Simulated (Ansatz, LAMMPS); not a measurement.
# Amorphous polyisobutylene (as short chains C10H22), from a frame at 250 K (128 atoms): geometry optimisation, part 2 of 3

How does amorphous polyisobutylene (as short chains C10H22), from a frame at 250 K (128 atoms) relax, and what do bonds, charges and levels look like afterwards?

Ansatz 0.2.0; Kohn-Sham DFT, PBE+D3(BJ), PAW (set soft_2), plane waves.

The cell: 40 C and 88 H. The network of contacts between molecules at the start is that of the classical potential that made the cell. The density was typed from a rule of thumb and may lie off the real one at this temperature. Only the Γ point is sampled, in a cell whose shortest periodic width is 10 Å.

So far. Step 3 (Single point at the start): The r.m.s. force component of 0.71 eV/Å and the pressure of 1.8 GPa set the starting point.

### Step 4. Relaxation

With the cell held, the atoms are moved downhill towards a nearby minimum.

File input.yaml:

```yaml
crystal:
  lattice:
    - [10.21753, 0.0, 0.0]
    - [0.0, 10.21753, 0.0]
    - [0.0, 0.0, 10.21753]
  atoms:
    [... the 128 atom lines of step 3 ...]
kpoints:
  mp_grid: { grid: [1, 1, 1] }
hamiltonian:
  xc: pbe
  dispersion: d3bj
scf:
  occupations: { method: gaussian, width: 0.05 }
output:
  forces: true
relax:
  f_tol: 0.05
  max_steps: 200
```

Command:

```
$ ansatz run input.yaml --threads 4 --pin off --max-ram 8192MiB --backend cpu --events-out ev --progress --plain --runs-dir out
```

Numbers of over 12 decimals in the logs are rounded to 6 here.

Output:

```text
[...]
Crystal: 128 atoms, lattice volume = 1066.689 Å³
Basis set: ecut = 420 eV, 20815 PW (Γ), exchange–correlation on 144×144×144 points (8 copies of the dense FFT grid, shifted against one another)
Bands: 252, of which v1, the nominal top of the filled ones, is band 124 counted from 1 (123 counted from 0)
Symmetry: 1 space group operations
[...]
k-points: 1
[...]
SCF iter   1: F=—  HF=-11459.417179 eV  |F-HF|=—  |Δ(HF+E_count)|=         —  Δρ=4.61e-3  dr2=2.27e-1  ethr=1.77e-3  ⟨swp⟩=6.0  Hψ=1195  notcnv=0  defer=34
[...]
SCF iter   6: F=-11459.409210 eV  HF=-11459.409210 eV  |F-HF|=4.10e-7  |Δ(HF+E_count)|=   1.66e-6  Δρ=1.35e-5  dr2=1.99e-6  ethr=1.51e-8  ⟨swp⟩=4.0  Hψ=511  notcnv=0
SCF 1 converged in 6 iterations: F = -11459.409210 eV  dr2 = 1.99e-6
[...]
relax step   1: F+E_penalty+E_count = -11459.40921041 eV  Δ(F+E_penalty+E_count) = +0.000e0 eV  max|allowed force component| = 2.916e0 eV/Å  Δτ_max = 0.0000 Å  (6 SCF iters, dr2 threshold 6.25e-5 eV, accepted)
[...]
relax step   2: F+E_penalty+E_count = -11462.36108118 eV  Δ(F+E_penalty+E_count) = -2.952e0 eV  max|allowed force component| = 1.115e0 eV/Å  Δτ_max = 0.1939 Å  (6 SCF iters, dr2 threshold 1.00e-4 eV, accepted)
[...]
relax step   3: F+E_penalty+E_count = -11462.85991081 eV  Δ(F+E_penalty+E_count) = -4.988e-1 eV  max|allowed force component| = 2.889e-1 eV/Å  Δτ_max = 0.1942 Å  (5 SCF iters, dr2 threshold 7.77e-5 eV, accepted)
relax step   4: F+E_penalty+E_count = -11463.01302592 eV  Δ(F+E_penalty+E_count) = -1.531e-1 eV  max|allowed force component| = 4.382e-2 eV/Å  Δτ_max = 0.2000 Å  (6 SCF iters, dr2 threshold 5.60e-6 eV, accepted)
relax step   5: F+E_penalty+E_count = -11463.01302715 eV  Δ(F+E_penalty+E_count) = -1.236e-6 eV  max|allowed force component| = 4.373e-2 eV/Å  Δτ_max = 0.0000 Å  (4 SCF iters, accepted)
relax step   6: F+E_penalty+E_count = -11463.07350917 eV  Δ(F+E_penalty+E_count) = -6.048e-2 eV  max|allowed force component| = 2.169e-1 eV/Å  Δτ_max = 0.1949 Å  (8 SCF iters, accepted)
relax step   7: F+E_penalty+E_count = -11463.10654920 eV  Δ(F+E_penalty+E_count) = -3.304e-2 eV  max|allowed force component| = 2.266e-1 eV/Å  Δτ_max = 0.1702 Å  (6 SCF iters, dr2 threshold 4.68e-5 eV, accepted)
relax step   8: F+E_penalty+E_count = -11463.12604905 eV  Δ(F+E_penalty+E_count) = -1.950e-2 eV  max|allowed force component| = 1.160e-1 eV/Å  Δτ_max = 0.1406 Å  (5 SCF iters, dr2 threshold 5.14e-5 eV, accepted)
relax step   9: F+E_penalty+E_count = -11463.13849834 eV  Δ(F+E_penalty+E_count) = -1.245e-2 eV  max|allowed force component| = 7.648e-2 eV/Å  Δτ_max = 0.1340 Å  (6 SCF iters, dr2 threshold 3.52e-6 eV, accepted)
relax step  10: F+E_penalty+E_count = -11463.14713151 eV  Δ(F+E_penalty+E_count) = -8.633e-3 eV  max|allowed force component| = 5.389e-2 eV/Å  Δτ_max = 0.1097 Å  (8 SCF iters, accepted)
relax step  11: F+E_penalty+E_count = -11463.15445200 eV  Δ(F+E_penalty+E_count) = -7.320e-3 eV  max|allowed force component| = 8.184e-2 eV/Å  Δτ_max = 0.1567 Å  (8 SCF iters, accepted)
relax step  12: F+E_penalty+E_count = -11463.15879639 eV  Δ(F+E_penalty+E_count) = -4.344e-3 eV  max|allowed force component| = 9.714e-2 eV/Å  Δτ_max = 0.0885 Å  (6 SCF iters, dr2 threshold 3.32e-6 eV, accepted)
relax step  13: F+E_penalty+E_count = -11463.16282964 eV  Δ(F+E_penalty+E_count) = -4.033e-3 eV  max|allowed force component| = 5.783e-2 eV/Å  Δτ_max = 0.0570 Å  (5 SCF iters, dr2 threshold 9.44e-6 eV, accepted)
relax step  14: F+E_penalty+E_count = -11463.16642924 eV  Δ(F+E_penalty+E_count) = -3.600e-3 eV  max|allowed force component| = 4.491e-2 eV/Å  Δτ_max = 0.0781 Å  (8 SCF iters, accepted)
relax step  15: F+E_penalty+E_count = -11463.16892356 eV  Δ(F+E_penalty+E_count) = -2.494e-3 eV  max|allowed force component| = 4.755e-2 eV/Å  Δτ_max = 0.0930 Å  (8 SCF iters, accepted)
relax step  16: F+E_penalty+E_count = -11463.17052254 eV  Δ(F+E_penalty+E_count) = -1.599e-3 eV  max|allowed force component| = 6.315e-2 eV/Å  Δτ_max = 0.0821 Å  (8 SCF iters, accepted)
relax step  17: F+E_penalty+E_count = -11463.17183762 eV  Δ(F+E_penalty+E_count) = -1.315e-3 eV  max|allowed force component| = 5.697e-2 eV/Å  Δτ_max = 0.0381 Å  (5 SCF iters, dr2 threshold 3.99e-6 eV, accepted)
relax step  18: F+E_penalty+E_count = -11463.17332674 eV  Δ(F+E_penalty+E_count) = -1.489e-3 eV  max|allowed force component| = 2.600e-2 eV/Å  Δτ_max = 0.0572 Å  (6 SCF iters, dr2 threshold 2.64e-6 eV, accepted)
[...]
relax step  19: F+E_penalty+E_count = -11463.17332683 eV  Δ(F+E_penalty+E_count) = -8.900e-8 eV  max|allowed force component| = 2.602e-2 eV/Å  Δτ_max = 0.0000 Å  (3 SCF iters, accepted)
SCF converged after 3 iterations
Free energy (F): -11463.173327 eV
[...]
Internal energy: -11463.173327 eV  (E = F + TS)
E sigma→0 (E₀):  -11463.173327 eV
Fermi energy:    1.070305 eV
[...]
--- Forces (eV/Å), atoms counted from 1 ---
  atom   1  C      0.00528696    -0.00535229     0.00154161
  atom   2  C     -0.00611081     0.01099981     0.00541578
  atom   3  C      0.00677845    -0.01037567    -0.00130884
  atom   4  C     -0.00793687     0.00458163     0.00412944
  atom   5  C     -0.00075691     0.00535792    -0.00351629
  atom   6  C      0.00232230     0.00523587    -0.00692109
  atom   7  C      0.00157128     0.00351257     0.00200287
  atom   8  C      0.00511994    -0.00634726    -0.00859935
  atom   9  C     -0.00732731    -0.00736863     0.00677886
  atom  10  C      0.00324274    -0.00390605     0.00565202
  atom  11  H     -0.00023570    -0.00401098    -0.00432740
  atom  12  H      0.00276634     0.00760950    -0.00098379
  atom  13  H     -0.00756376     0.00120379     0.00205215
  atom  14  H     -0.00150031    -0.00218786     0.00063883
[...]
atom 127  H      0.00055438     0.00218233     0.00092106
  atom 128  H      0.00416485     0.00194000     0.00568794
  max |Σ_I F_I| component: 2.48e-5 eV/Å
--- Relaxed structure (19 steps of the walk, 19 accepted, 0 SCFs on fresh bases) ---
  F+E_penalty+E_count = -11463.17332683 eV   max|allowed force component| = 2.602e-2 eV/Å
  atoms:
    - { symbol: C, position: [0.522660, 1.025659, 0.506428] }
    - { symbol: C, position: [0.474287, 0.095508, 0.383446] }
    - { symbol: C, position: [0.475778, 0.014635, 0.255818] }
    - { symbol: C, position: [0.387715, 0.893244, 0.268609] }
[...]
- { symbol: H, position: [0.650480, 0.980929, 0.745251] }
```

It took 89 s on 4 threads of Arm Neoverse V1, shared host; peak memory 1.1 GiB.

Relaxation path:

| step | energy less that of the first step (eV) | largest force component (eV/Å) |
| --- | --- | --- |
| 1 | 0.0000 | 2.9161 |
| 2 | -2.9519 | 1.1153 |
| 3 | -3.4507 | 0.2889 |
| 4 | -3.6038 | 0.0438 |
| 5 | -3.6038 | 0.0437 |
| 6 | -3.6643 | 0.2169 |
| 7 | -3.6973 | 0.2266 |
| 8 | -3.7168 | 0.1160 |
| 9 | -3.7293 | 0.0765 |
| 10 | -3.7379 | 0.0539 |
| 11 | -3.7452 | 0.0818 |
| 12 | -3.7496 | 0.0971 |
| 13 | -3.7536 | 0.0578 |
| 14 | -3.7572 | 0.0449 |
| 15 | -3.7597 | 0.0475 |
| 16 | -3.7613 | 0.0631 |
| 17 | -3.7626 | 0.0570 |
| 18 | -3.7641 | 0.0260 |
| 19 | -3.7641 | 0.0260 |

The atoms that moved most (Å):

| atom | dx | dy | dz | length |
| --- | --- | --- | --- | --- |
| H76 | -0.919 | 0.908 | 0.021 | 1.292 |
| H77 | -0.689 | 0.918 | -0.331 | 1.194 |
| C65 | -0.687 | 0.835 | -0.053 | 1.083 |
| H107 | 0.456 | -0.852 | -0.327 | 1.020 |
| H78 | -0.344 | 0.898 | -0.336 | 1.019 |
| H122 | 0.685 | -0.349 | 0.649 | 1.006 |
| H75 | -0.539 | 0.763 | 0.324 | 0.989 |
| H123 | 0.551 | -0.733 | 0.172 | 0.933 |

The relaxation changed the energy by -29.4 meV/atom, and atoms moved by 0.58 Å r.m.s., 1.3 Å at most.

### Step 5. Structure statistics after relaxation

Bonds before and after, by the cutoffs listed below:

| pair | bonds before | bonds after | mean before (Å) | mean after (Å) | spread before (Å) | spread after (Å) |
| --- | --- | --- | --- | --- | --- | --- |
| H-C | 88 | 88 | 1.097 | 1.099 | 0.026 | 0.002 |
| C-C | 36 | 36 | 1.532 | 1.541 | 0.026 | 0.009 |

Density 0.886 g/cm³, 8.334 Å³ an atom.

Pair distribution functions g(r), in bins of 0.2 Å:

| r (Å) | total | H-H | H-C | C-C |
| --- | --- | --- | --- | --- |
| 1.00 | 3.00 | 0.00 | 7.00 | 0.00 |
| 1.20 | 0.86 | 0.00 | 2.00 | 0.00 |
| 1.40 | 0.00 | 0.00 | 0.00 | 0.00 |
| 1.60 | 0.79 | 0.00 | 0.00 | 8.05 |
| 1.80 | 1.31 | 2.79 | 0.00 | 0.00 |
| 2.00 | 0.07 | 0.16 | 0.00 | 0.00 |
| 2.20 | 1.33 | 0.40 | 2.65 | 0.00 |
| 2.40 | 0.93 | 1.54 | 0.04 | 1.91 |
| 2.60 | 1.25 | 1.20 | 1.03 | 2.42 |
| 2.80 | 1.23 | 0.83 | 1.89 | 0.28 |
| 3.00 | 0.93 | 1.10 | 0.92 | 0.17 |
| 3.20 | 0.83 | 0.97 | 0.63 | 1.03 |
| 3.40 | 1.01 | 0.67 | 1.51 | 0.41 |
| 3.60 | 0.87 | 1.04 | 0.84 | 0.20 |
| 3.80 | 1.07 | 1.48 | 0.72 | 0.58 |
| 4.00 | 0.94 | 1.11 | 0.78 | 0.87 |
| 4.20 | 0.95 | 0.98 | 1.00 | 0.60 |
| 4.40 | 0.95 | 0.97 | 0.98 | 0.74 |
| 4.60 | 0.89 | 0.76 | 1.00 | 1.05 |
| 4.80 | 1.03 | 0.96 | 1.10 | 1.01 |
| 5.00 | 1.04 | 1.01 | 1.10 | 0.92 |

Bonds by pair of elements; cutoffs follow the first minimum of g(r), held within bounds set by covalent radii, and pairs that aren't listed don't count as bonded:

| pair A-B | cutoff (Å) | bonds | mean length (Å) | spread (Å) | shortest (Å) | B about A | A about B |
| --- | --- | --- | --- | --- | --- | --- | --- |
| H-C | 1.34 | 88 | 1.10 | 0.002 | 1.09 | 1 | 2.2 |
| C-C | 1.85 | 36 | 1.54 | 0.009 | 1.52 | 1.8 | 1.8 |

How many atoms have how many bonded neighbours:

| element | mean | 1 | 4 |
| --- | --- | --- | --- |
| C | 4 | 0 | 40 |
| H | 1 | 88 | 0 |

Bond angles (no mean is given where the spread exceeds 20°):

| angle | count | mean (°) | spread (°) |
| --- | --- | --- | --- |
| C-C-H | 104 | 110 | 2 |
| H-C-H | 80 | 107 | 0.7 |
| C-C-C | 56 | 111 | 4.9 |

With the cutoffs above, all C atoms have 4 and all H atoms have 1 bonded neighbour. The C-C-H angle averages 110° with a spread of 2°.

(Continued in part 3 of 3.)

[Logs are printed without paths, hosts, clocks, repeated set-up lines and the standing remarks that a program may print on its own settings, such as how far it seeks lower states.]

[Hosts, paths, dates, database ids (printed as entryN), source tags and the programs' standing remarks are cut or masked in the printed files.]
